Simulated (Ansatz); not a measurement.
**Lu3Au, from a guessed structure to a relaxed one**

Starting from a made-up structure for Lu3Au, the aim is the relaxed cell, its shortest contacts and, where a second run follows, its electronic structure.

Method: DFT, PBE, plane-wave PAW, files of the set soft_1, scalar-relativistic, no spin, cell and ions relaxed at zero pressure; PAW set soft_1, in Ansatz 0.2.0.

### Step 1. Starting point

It takes space group P4/mmm (No. 123, tetragonal). Conventional cell: a = 3.142 Å, b = 3.142 Å, c = 11.231 Å, α = 90.00°, β = 90.00°, γ = 90.00°. Nearest to Au lie 2 Lu at 2.61 Å. Nearest to Lu lie 1 Au at 2.61 Å and 1 Lu at 3.00 Å. Lu has 6 Lu at 3.00 to 3.14 Å nearest. Farther neighbours are not listed.

Structure file:

```cif
data_structure
_symmetry_space_group_name_H-M 'P 1'
_symmetry_Int_Tables_number 1
_cell_length_a 3.1420
_cell_length_b 3.1420
_cell_length_c 11.2310
_cell_angle_alpha 90.000
_cell_angle_beta 90.000
_cell_angle_gamma 90.000
_cell_volume 110.87
loop_
_atom_site_label
_atom_site_type_symbol
_atom_site_fract_x
_atom_site_fract_y
_atom_site_fract_z
_atom_site_occupancy
Au1 Au 0.00000 0.00000 0.00000 1
Lu2 Lu 0.00000 0.00000 0.76740 1
Lu3 Lu 0.00000 0.00000 0.50000 1
Lu4 Lu 0.00000 0.00000 0.23260 1
```

### Step 2. Relaxing cell and atoms

The guessed cell has no reason to be at equilibrium. It is relaxed with the atoms, within the space group of the guess.

The input, input.yaml:

```yaml
crystal:
  lattice:
    - [3.142, 0.0, 0.0]
    - [0.0, 3.142, 0.0]
    - [0.0, 0.0, 11.231]
  atoms:
    - { symbol: Au, position: [0.0, 0.0, 0.0] }
    - { symbol: Lu, position: [0.0, 0.0, 0.7674] }
    - { symbol: Lu, position: [0.0, 0.0, 0.5] }
    - { symbol: Lu, position: [0.0, 0.0, 0.2326] }
kpoints:
  mp_grid: { grid: [8, 8, 3] }
scf:
  occupations: { method: fermi_dirac, width: 0.05 }
hamiltonian:
  xc: pbe
  pseudopotentials: { kind: paw, azcp: { folder: soft_1 } }
relax:
  f_tol: 0.015
  max_steps: 70
  cell: {}
output:
  forces: true
  stress: true
```

Command:

```
$ ansatz run input.yaml --threads 4 --pin off --max-ram 8192MiB --backend cpu --events-out ev --progress --plain --runs-dir out
```

Numbers of over 12 decimals in the logs are rounded to 6 here.

The program printed:

```text
Engine: ansatz 0.2.0, x86_64-unknown-linux-gnu
Pseudopotentials: kind: paw
Pseudopotential: Au, paw, valence charge 19, recommended cutoff 420 eV (normal), soft_1/Au.paw.azcp
Pseudopotential: Lu, paw, valence charge 25, recommended cutoff 420 eV (normal), soft_1/Lu.paw.azcp
Functional definition: PBE
  parameter kappa = 0.804
  parameter beta = 0.066725
  exchange = pbe_x(kappa = kappa, mu = beta*pi^2/3)
  correlation = pbe_c(beta = beta)
Crystal: 4 atoms, lattice volume = 110.874 Å³
Basis set: ecut = 420 eV, 2165 PW (Γ), exchange–correlation on 48×48×160 points (8 copies of the dense FFT grid, shifted against one another)
Bands: 57, of which v1, the nominal top of the filled ones, is band 47 counted from 1 (46 counted from 0)
Symmetry: 16 space group operations
Space group: P4/mmm (ITA 123), of the structure as read, at distance tolerance 4.8e-5 Å
k-points: 30 of 192
Non-local potential: Au, projectors of the file, l = 0: 3, l = 1: 2, l = 2: 2, l = 3: 1
Non-local potential: Lu, projectors of the file, l = 0: 3, l = 1: 2, l = 2: 2, l = 3: 3
PAW form: soft (Blöchl's): semilocal exchange-correlation on the pseudo side does not see the compensation charge
PAW one-centre angular grid: Au, 590 points (default); XC on 64 Gauss nodes
PAW one-centre angular grid: Lu, 590 points (default); XC on 64 Gauss nodes
Initial density: superposition of atomic densities (chi_scale 0.1, normalization cell, long waves of neutral atoms (reshape's long-wave potential 3.78 eV rms, cloud 3.23 Å wide))
Initial wavefunctions: pseudopotential atomic-orbital guess
Functional: x = pbe(κ = 0.804, μ = 0.219515), c = pbe(β = 0.066725)
SCF iter   1: F=—  HF=-57443.815168 eV  |F-HF|=—  |Δ(HF+E_count)|=         —  Δρ=4.55e-1  dr2=1.95e3  ethr=3.10e-3  ⟨swp⟩=7.6  Hψ=8026  notcnv=0  defer=2
preconditioner: auto → LDOS  [metal: Δε(μ)=0.034 eV  Ē_g=13.366 eV  σ=0.050 eV  W_gap=0.17  n_scr=36 (ndim 8)  ℏωp=30.3 eV  f_vac=0.012  D(μ)=5.39/eV (n_scr^D=50)  β→1.0]
SCF iter   2: F=—  HF=-57700.877318 eV  |F-HF|=—  |Δ(HF+E_count)|=    2.57e2  Δρ=1.02e0  dr2=3.55e3  ethr=3.10e-3  ⟨swp⟩=21.1  Hψ=32263  notcnv=4  defer=99
preconditioner: auto → Kerker (q_TF=auto, 2.654 Å⁻¹)  [metal: Δε(μ)=0.001 eV  Ē_g=10.266 eV  σ=0.050 eV  W_gap=0.00  n_scr=36 (ndim 8)  ℏωp=29.4 eV  f_vac=0.006  D(μ)=52.10/eV (n_scr^D=1508)  β→0.5]
SCF iter   3: F=—  HF=-57468.803922 eV  |F-HF|=—  |Δ(HF+E_count)|=    2.32e2  Δρ=4.11e-1  dr2=6.40e2  ethr=3.10e-3  ⟨swp⟩=18.8  Hψ=16858  notcnv=0  defer=47
SCF iter   4: F=—  HF=-57367.184187 eV  |F-HF|=—  |Δ(HF+E_count)|=    1.02e2  Δρ=1.85e-1  dr2=8.79e1  ethr=3.10e-3  ⟨swp⟩=10.7  Hψ=7532  notcnv=0  defer=107
SCF iter   5: F=—  HF=-57350.703538 eV  |F-HF|=—  |Δ(HF+E_count)|=    1.65e1  Δρ=9.12e-2  dr2=5.10e1  ethr=3.10e-3  ⟨swp⟩=13.4  Hψ=9435  notcnv=0  defer=82
SCF iter   6: F=—  HF=-57348.705879 eV  |F-HF|=—  |Δ(HF+E_count)|=    2.00e0  Δρ=4.82e-2  dr2=1.62e1  ethr=3.10e-3  ⟨swp⟩=7.2  Hψ=4126  notcnv=0  defer=85
SCF iter   7: F=—  HF=-57348.110317 eV  |F-HF|=—  |Δ(HF+E_count)|=   5.96e-1  Δρ=2.71e-2  dr2=5.83e0  ethr=3.10e-3  ⟨swp⟩=7.0  Hψ=3870  notcnv=0  defer=59
SCF iter   8: F=—  HF=-57347.865900 eV  |F-HF|=—  |Δ(HF+E_count)|=   2.44e-1  Δρ=2.22e-2  dr2=2.08e0  ethr=3.10e-3  ⟨swp⟩=6.0  Hψ=3809  notcnv=0  defer=60
SCF iter   9: F=—  HF=-57347.698749 eV  |F-HF|=—  |Δ(HF+E_count)|=   1.67e-1  Δρ=7.96e-3  dr2=1.58e-1  ethr=2.21e-3  ⟨swp⟩=5.6  Hψ=3311  notcnv=0  defer=50
SCF iter  10: F=—  HF=-57347.710050 eV  |F-HF|=—  |Δ(HF+E_count)|=   1.13e-2  Δρ=7.96e-3  dr2=9.44e-2  ethr=1.68e-4  ⟨swp⟩=6.2  Hψ=4015  notcnv=0  defer=52
SCF iter  11: F=—  HF=-57347.713711 eV  |F-HF|=—  |Δ(HF+E_count)|=   3.66e-3  Δρ=6.05e-3  dr2=1.85e-1  ethr=1.00e-4  ⟨swp⟩=6.9  Hψ=5036  notcnv=0  defer=51
SCF iter  12: F=—  HF=-57347.691323 eV  |F-HF|=—  |Δ(HF+E_count)|=   2.24e-2  Δρ=2.72e-3  dr2=3.50e-2  ethr=1.00e-4  ⟨swp⟩=4.8  Hψ=3467  notcnv=0  defer=52
SCF iter  13: F=—  HF=-57347.687649 eV  |F-HF|=—  |Δ(HF+E_count)|=   3.67e-3  Δρ=1.01e-3  dr2=4.82e-3  ethr=3.72e-5  ⟨swp⟩=2.2  Hψ=2083  notcnv=0  defer=45
SCF iter  14: F=—  HF=-57347.687501 eV  |F-HF|=—  |Δ(HF+E_count)|=   1.47e-4  Δρ=3.75e-4  dr2=2.04e-4  ethr=5.12e-6  ⟨swp⟩=2.5  Hψ=3006  notcnv=0  defer=43
SCF iter  15: F=—  HF=-57347.687461 eV  |F-HF|=—  |Δ(HF+E_count)|=   3.99e-5  Δρ=7.54e-5  dr2=1.08e-5  ethr=2.17e-7  ⟨swp⟩=3.1  Hψ=3729  notcnv=0  defer=42
SCF iter  16: F=—  HF=-57347.687451 eV  |F-HF|=—  |Δ(HF+E_count)|=   1.03e-5  Δρ=9.19e-5  dr2=1.58e-5  ethr=1.15e-8  ⟨swp⟩=3.3  Hψ=4499  notcnv=0  defer=42
SCF iter  17: F=—  HF=-57347.687446 eV  |F-HF|=—  |Δ(HF+E_count)|=   5.01e-6  Δρ=6.17e-5  dr2=6.09e-6  ethr=1.15e-8  ⟨swp⟩=3.1  Hψ=3201  notcnv=0  defer=41
SCF iter  18: F=—  HF=-57347.687445 eV  |F-HF|=—  |Δ(HF+E_count)|=   8.62e-7  Δρ=1.77e-5  dr2=5.57e-7  ethr=6.48e-9  ⟨swp⟩=2.2  Hψ=2766  notcnv=0  defer=41
SCF iter  19: F=-57347.687445 eV  HF=-57347.687445 eV  |F-HF|=6.93e-8  |Δ(HF+E_count)|=   1.03e-7  Δρ=8.01e-6  dr2=8.52e-8  ethr=1.06e-10  ⟨swp⟩=6.6  Hψ=12593  notcnv=0
SCF 1 converged in 19 iterations: F = -57347.687445 eV  dr2 = 8.52e-8
  greatest PAW one-centre occupation: 1.000 electrons in one spin orbital (limit 2), on the Au atom at site 0 (counted from 0), in its partial waves of l = 0
relax step   1: F+E_penalty+E_count = -57347.68744504 eV  Δ(F+E_penalty+E_count) = +0.000e0 eV  max|allowed force component| = 4.607e-1 eV/Å  Δτ_max = 0.0000 Å  P = +4.341 GPa  Ω = 110.874 Å³  (19 SCF iters, dr2 threshold 1.00e-7 eV, accepted)
Crystal: 4 atoms, lattice volume = 118.051 Å³
Basis set: ecut = 420 eV, 2319 PW (Γ), exchange–correlation on 48×48×160 points (8 copies of the dense FFT grid, shifted against one another)
Initial density: handed on by an earlier stage of this run
Initial wavefunctions: those handed on with the density
SCF iter   1: F=—  HF=-57348.560902 eV  |F-HF|=—  |Δ(HF+E_count)|=         —  Δρ=2.29e-2  dr2=1.16e1  ethr=3.10e-3  ⟨swp⟩=11.9  Hψ=9902  notcnv=0  defer=2
preconditioner: auto → Kerker (q_TF=auto, 2.627 Å⁻¹)  [metal: Δε(μ)=0.015 eV  Ē_g=11.809 eV  σ=0.050 eV  W_gap=0.08  n_scr=36 (ndim 8)  ℏωp=30.6 eV  f_vac=0.004  D(μ)=6.57/eV (n_scr^D=66)]
SCF iter   2: F=—  HF=-57348.112971 eV  |F-HF|=—  |Δ(HF+E_count)|=   4.48e-1  Δρ=1.11e-2  dr2=3.38e0  ethr=3.10e-3  ⟨swp⟩=3.3  Hψ=2968  notcnv=0  defer=32
SCF iter   3: F=—  HF=-57347.988964 eV  |F-HF|=—  |Δ(HF+E_count)|=   1.24e-1  Δρ=6.35e-3  dr2=1.84e-1  ethr=3.10e-3  ⟨swp⟩=3.4  Hψ=3186  notcnv=0  defer=35
SCF iter   4: F=—  HF=-57347.934030 eV  |F-HF|=—  |Δ(HF+E_count)|=   5.49e-2  Δρ=5.06e-3  dr2=9.95e-2  ethr=1.96e-4  ⟨swp⟩=3.8  Hψ=4500  notcnv=0  defer=37
[...]
SCF iter   7: F=—  HF=-57347.989793 eV  |F-HF|=—  |Δ(HF+E_count)|=   3.42e-3  Δρ=1.51e-3  dr2=1.39e-2  ethr=1.78e-5  ⟨swp⟩=3.2  Hψ=4475  notcnv=0  defer=43
SCF iter   8: F=—  HF=-57347.988983 eV  |F-HF|=—  |Δ(HF+E_count)|=   8.10e-4  Δρ=1.25e-3  dr2=5.67e-3  ethr=1.48e-5  ⟨swp⟩=2.0  Hψ=2334  notcnv=0  defer=43
SCF iter   9: F=—  HF=-57347.989489 eV  |F-HF|=—  |Δ(HF+E_count)|=   5.06e-4  Δρ=1.53e-3  dr2=4.12e-3  ethr=6.03e-6  ⟨swp⟩=3.9  Hψ=4320  notcnv=0  defer=43
SCF iter  10: F=—  HF=-57347.988359 eV  |F-HF|=—  |Δ(HF+E_count)|=   1.13e-3  Δρ=7.87e-4  dr2=1.09e-3  ethr=4.39e-6  ⟨swp⟩=2.1  Hψ=2946  notcnv=0  defer=43
SCF iter  11: F=—  HF=-57347.988126 eV  |F-HF|=—  |Δ(HF+E_count)|=   2.34e-4  Δρ=1.28e-4  dr2=3.54e-5  ethr=1.16e-6  ⟨swp⟩=3.1  Hψ=3741  notcnv=0  defer=43
SCF iter  12: F=—  HF=-57347.988097 eV  |F-HF|=—  |Δ(HF+E_count)|=   2.85e-5  Δρ=9.05e-5  dr2=9.06e-6  ethr=3.77e-8  ⟨swp⟩=3.5  Hψ=4395  notcnv=0  defer=43
SCF iter  13: F=—  HF=-57347.988098 eV  |F-HF|=—  |Δ(HF+E_count)|=   5.79e-7  Δρ=4.39e-5  dr2=2.24e-6  ethr=9.64e-9  ⟨swp⟩=2.4  Hψ=3404  notcnv=0  defer=43
SCF iter  14: F=-57347.988097 eV  HF=-57347.988098 eV  |F-HF|=1.97e-7  |Δ(HF+E_count)|=   3.98e-7  Δρ=1.62e-5  dr2=2.76e-7  ethr=4.26e-10  ⟨swp⟩=6.5  Hψ=12796  notcnv=0
SCF 3 converged in 14 iterations: F = -57347.988097 eV  dr2 = 2.76e-7
relax step   3: F+E_penalty+E_count = -57347.98809739 eV  Δ(F+E_penalty+E_count) = -7.611e-2 eV  max|allowed force component| = 2.105e-3 eV/Å  Δτ_max = 0.0830 Å  P = +0.005 GPa  Ω = 120.386 Å³  energy of the carried Pulay correction = -3.261e-3 eV  (14 SCF iters, dr2 threshold 4.00e-7 eV, accepted)
[...]
relax step   4: F+E_penalty+E_count = -57347.99631422 eV  Δ(F+E_penalty+E_count) = -8.217e-3 eV  max|allowed force component| = 7.752e-2 eV/Å  Δτ_max = 0.0292 Å  P = +0.159 GPa  Ω = 119.617 Å³  energy of the carried Pulay correction = -3.008e-3 eV  (10 SCF iters, dr2 threshold 4.00e-7 eV, accepted)
[...]
relax step   5: F+E_penalty+E_count = -57347.99838894 eV  Δ(F+E_penalty+E_count) = -2.075e-3 eV  max|allowed force component| = 1.109e-2 eV/Å  Δτ_max = 0.0154 Å  P = -0.001 GPa  Ω = 119.925 Å³  energy of the carried Pulay correction = -3.110e-3 eV  (10 SCF iters, dr2 threshold 3.76e-7 eV, accepted)
[...]
relax step   6: F+E_penalty+E_count = -57347.99847825 eV  Δ(F+E_penalty+E_count) = -8.931e-5 eV  max|allowed force component| = 5.598e-5 eV/Å  Δτ_max = 0.0013 Å  P = -0.013 GPa  Ω = 119.873 Å³  energy of the carried Pulay correction = -3.092e-3 eV  (10 SCF iters, dr2 threshold 2.25e-8 eV, accepted)
Basis set: ecut = 420 eV, 2353 PW (Γ), exchange–correlation on 48×48×180 points (8 copies of the dense FFT grid, shifted against one another)
Initial wavefunctions: pseudopotential atomic-orbital guess (no wavefunctions were taken with the density)
iter 1 solved again at ethr=5.90e-8 eV; its pass at ethr=3.10e-3 eV (dr2=5.55e-5 eV) is discarded
SCF iter   1: F=—  HF=-57347.997560 eV  |F-HF|=—  |Δ(HF+E_count)|=         —  Δρ=1.03e-3  dr2=3.70e-5  ethr=5.90e-8  ⟨swp⟩=4.9  Hψ=14912  notcnv=0
preconditioner: auto → Kerker (q_TF=auto, 2.620 Å⁻¹)  [metal: Δε(μ)=0.012 eV  Ē_g=11.776 eV  σ=0.050 eV  W_gap=0.06  n_scr=38 (ndim 8)  ℏωp=30.3 eV  f_vac=0.000  D(μ)=6.72/eV (n_scr^D=68)]
SCF iter   2: F=—  HF=-57348.001219 eV  |F-HF|=—  |Δ(HF+E_count)|=   3.66e-3  Δρ=5.27e-4  dr2=1.20e-5  ethr=3.93e-8  ⟨swp⟩=3.1  Hψ=3820  notcnv=0
SCF iter   3: F=—  HF=-57348.002193 eV  |F-HF|=—  |Δ(HF+E_count)|=   9.75e-4  Δρ=2.50e-4  dr2=3.31e-6  ethr=1.28e-8  ⟨swp⟩=3.5  Hψ=4011  notcnv=0
SCF iter   4: F=—  HF=-57348.002471 eV  |F-HF|=—  |Δ(HF+E_count)|=   2.78e-4  Δρ=2.31e-5  dr2=2.91e-7  ethr=3.52e-9  ⟨swp⟩=3.4  Hψ=4087  notcnv=0
SCF iter   5: F=—  HF=-57348.002472 eV  |F-HF|=—  |Δ(HF+E_count)|=   7.32e-7  Δρ=5.71e-6  dr2=7.52e-8  ethr=3.09e-10  ⟨swp⟩=2.0  Hψ=2887  notcnv=0
SCF iter   6: F=—  HF=-57348.002472 eV  |F-HF|=—  |Δ(HF+E_count)|=   9.83e-9  Δρ=2.15e-6  dr2=2.16e-8  ethr=8.00e-11  ⟨swp⟩=2.1  Hψ=2963  notcnv=0
SCF iter   7: F=—  HF=-57348.002472 eV  |F-HF|=—  |Δ(HF+E_count)|=  4.22e-10  Δρ=1.15e-6  dr2=5.73e-9  ethr=2.30e-11  ⟨swp⟩=2.8  Hψ=3119  notcnv=0
SCF iter   8: F=—  HF=-57348.002472 eV  |F-HF|=—  |Δ(HF+E_count)|=  1.31e-10  Δρ=5.71e-7  dr2=1.37e-9  ethr=6.09e-12  ⟨swp⟩=2.0  Hψ=2402  notcnv=0
SCF iter   9: F=—  HF=-57348.002472 eV  |F-HF|=—  |Δ(HF+E_count)|=  1.46e-10  Δρ=4.93e-7  dr2=1.29e-9  ethr=1.46e-12  ⟨swp⟩=3.4  Hψ=3827  notcnv=0
SCF iter  10: F=—  HF=-57348.002472 eV  |F-HF|=—  |Δ(HF+E_count)|=  3.20e-10  Δρ=1.57e-7  dr2=5.63e-11  ethr=1.37e-12  ⟨swp⟩=2.5  Hψ=2675  notcnv=0
SCF iter  11: F=-57348.002472 eV  HF=-57348.002472 eV  |F-HF|=1.46e-11  |Δ(HF+E_count)|=    0.00e0  Δρ=1.42e-7  dr2=1.90e-11  ethr=1.00e-12  ⟨swp⟩=6.7  Hψ=9205  notcnv=0
SCF 7 converged in 11 iterations: F = -57348.002472 eV  dr2 = 1.90e-11
relax step   7: F+E_penalty+E_count = -57348.00247209 eV  Δ(F+E_penalty+E_count) = -3.994e-3 eV  max|allowed force component| = 1.140e-3 eV/Å  Δτ_max = 0.0000 Å  P = -0.006 GPa  Ω = 119.873 Å³  stress off target by 6.96e-3 GPa  SCF on the basis re-selected at this cell (its energy is not comparable with the rows above)  (11 SCF iters)
basis re-selected at this cell: Δ(F+E_penalty+E_count) = -3.994e-3 eV, ΔP = +0.008 GPa vs the last step (what re-selecting the basis moved, of the pressure what is left beyond the Pulay correction that the steps carried, after the strain that the cell walked since its last selection, with what the two solves' SCF thresholds leave and, on support functions, any second-order correction that the steps lacked; it is no measure of the basis error at this ecutwfc). The dense FFT grid was sized anew with the basis: this SCF ran on 24×24×90 points, the steps before it on 24×24×80, so part of this shift can come from that change (see relax.cell in the input reference). [rest of the remark cut]
SCF converged after 11 iterations
Free energy (F): -57348.002472 eV
Harris-Foulkes:  -57348.002472 eV  (|F-HF|=1.46e-11)
Internal energy: -57347.947728 eV  (E = F + TS)
E sigma→0 (E₀):  -57347.975100 eV
Entropy (-TS):   -0.054744 eV (-13.686 meV/atom)
Fermi energy:    12.528306 eV
--- Per-component energies (eV) ---
  E_band       = -493.259087
  E_kinetic    = 1825.020825
  E_local      = -24020.653669  (includes V_loc(G=0)·N_el)
  E_nonlocal   = 2138.539251
  E_hartree    = 10067.433788
  E_xc         = -835.040635
  E_vxc        = -1014.697821  (∫ρ·V_xc dr)
  E_paw        = -31987.937266  (= ΣΔE_a)
  E_vpaw       = 443.662668  (= ΣTr[D̂ρ^β])
  E_aug_tail   = 0.001575  (compensation charges beyond the density's cutoff)
  E_ewald      = -14535.311596
  E_smearing   = -0.054744  (= −TS)
  E_closure    = 0.000000  (closes the sum)
  Σ components = -57348.002472   (vs F -57348.002472, Δ=0.00e0)
--- Forces (eV/Å), atoms counted from 1 ---
  atom   1  Au    -0.00000000    -0.00000000     0.00000000
  atom   2  Lu     0.00000000     0.00000000     0.00113983
  atom   3  Lu    -0.00000000    -0.00000000     0.00000000
  atom   4  Lu    -0.00000000     0.00000000    -0.00113983
  max |Σ_I F_I| component: 5.92e-31 eV/Å
--- Stress (GPa, compression-positive) ---
       -0.006956       0.000000       0.000000
        0.000000      -0.006956       0.000000
        0.000000       0.000000      -0.002854
  P = ⅓ Tr σ = -0.0056 GPa (-0.056 kbar)
--- Relaxed structure (6 steps of the walk, 6 accepted, 1 SCFs on fresh bases) ---
  F+E_penalty+E_count = -57348.00247209 eV   max|allowed force component| = 1.140e-3 eV/Å   (the final SCF, on the basis selected at the relaxed cell)
  cell:  # Å, volume = 119.8729 Å³
    - [3.113519, 0, 0.0]
    - [0, 3.113519, 0.0]
    - [0.0, 0.0, 12.365674]
  atoms:
    - { symbol: Au, position: [0, 0, 3.0891701112577814e-19] }
    - { symbol: Lu, position: [0, 0, 0.774555] }
    - { symbol: Lu, position: [0, 0, 0.5] }
    - { symbol: Lu, position: [0, 0, 0.225445] }
```

Run time: 26 s. Hardware: 4 threads of Intel Xeon Platinum 8375C at 2.90GHz (Ice Lake), shared host; peak memory 0.62 GiB.

Relaxation path:

```tsv
step	energy less that of the first step (eV)	largest force component (eV/Å)	pressure (GPa)	volume (Å³)
1	0.0000	0.4607	4.34	110.87
2	-0.2245	0.2214	0.63	118.05
3	-0.3007	0.0021	0.00	120.39
4	-0.3089	0.0775	0.16	119.62
5	-0.3109	0.0111	0.00	119.93
6	-0.3110	0.0001	-0.01	119.87
7*	-0.3150	0.0011	-0.01	119.87
```

Relaxation steps marked * repeat the geometry before them on a plane-wave basis chosen anew for their cell, so energy and pressure can jump there.

The run keeps the 16 symmetry operations that it works with, so distortions that break them were not tested.

```tsv
conventional cell, symmetrised	before	after	change
a (Å)	3.142	3.114	-0.9 %
b (Å)	3.142	3.114	-0.9 %
c (Å)	11.231	12.366	+10.1 %
volume (Å³/atom)	27.72	29.97	+8.1 %
```

The atoms that moved most (Å, as changes of fractional coordinates times the final cell):

```tsv
atom	dx	dy	dz	length
Lu4	0.000	0.000	-0.088	0.088
Lu2	0.000	0.000	0.088	0.088
```

Final coordinates:

```cif
data_structure
_symmetry_space_group_name_H-M 'P 1'
_symmetry_Int_Tables_number 1
_cell_length_a 3.1135
_cell_length_b 3.1135
_cell_length_c 12.3657
_cell_angle_alpha 90.000
_cell_angle_beta 90.000
_cell_angle_gamma 90.000
_cell_volume 119.87
loop_
_atom_site_label
_atom_site_type_symbol
_atom_site_fract_x
_atom_site_fract_y
_atom_site_fract_z
_atom_site_occupancy
Au1 Au 0.00000 0.00000 0.00000 1
Lu2 Lu 0.00000 0.00000 0.77456 1
Lu3 Lu 0.00000 0.00000 0.50000 1
Lu4 Lu 0.00000 0.00000 0.22544 1
```

This step gave:

```
free energy             : -57348.0025 eV
energy at zero smearing : -57347.9751 eV
smearing term TS        : 0.05474 eV
Fermi energy            : 12.53 eV
electrons               : 94
symmetry operations     : 16
pressure                : -0.005589 GPa
```

The shortest distance of each pair, which need not be the same contact before and after:

```tsv
pair	guess (Å)	relaxed (Å)
Au–Lu	2.612	2.788
Au–Au	3.142	3.114
Lu–Lu	3.003	3.114
```

The relaxation ends with a largest force component of 0.0011 eV/Å and a pressure of -0.01 GPa.

### Step 3. Outcome

```yaml
space_group_relaxed: P4/mmm
conventional_cell: a = 3.114, b = 3.114, c = 12.366 Å; α = 90.0°, β = 90.0°, γ = 90.0°
volume_per_atom: 29.97 Å³ (guess 27.72)
```

**Reading.** Lu3Au relaxes to P4/mmm with a = 3.114, b = 3.114 and c = 12.366 Å. The guessed volume was 8 % too small. The space group P4/mmm was held in the relaxation, so the end point is a stationary structure within it and may be a saddle against distortions or other arrangements. Mesh and cutoff weren't tested. A vector of the cell changed its length by 10 %, more than the volume shows. Spin-orbit coupling is left out, which can matter for elements this heavy. No dispersion term is used, so weakly bound directions may come out too long. Nothing here tests whether the compound is stable against decomposition.

[Logs are printed without paths, hosts, clocks, repeated set-up lines and the standing remarks that a program may print on its own settings, such as how far it seeks lower states.]

[Hosts, paths, dates, database ids (printed as entryN), source tags and the programs' standing remarks are cut or masked in the printed files.]
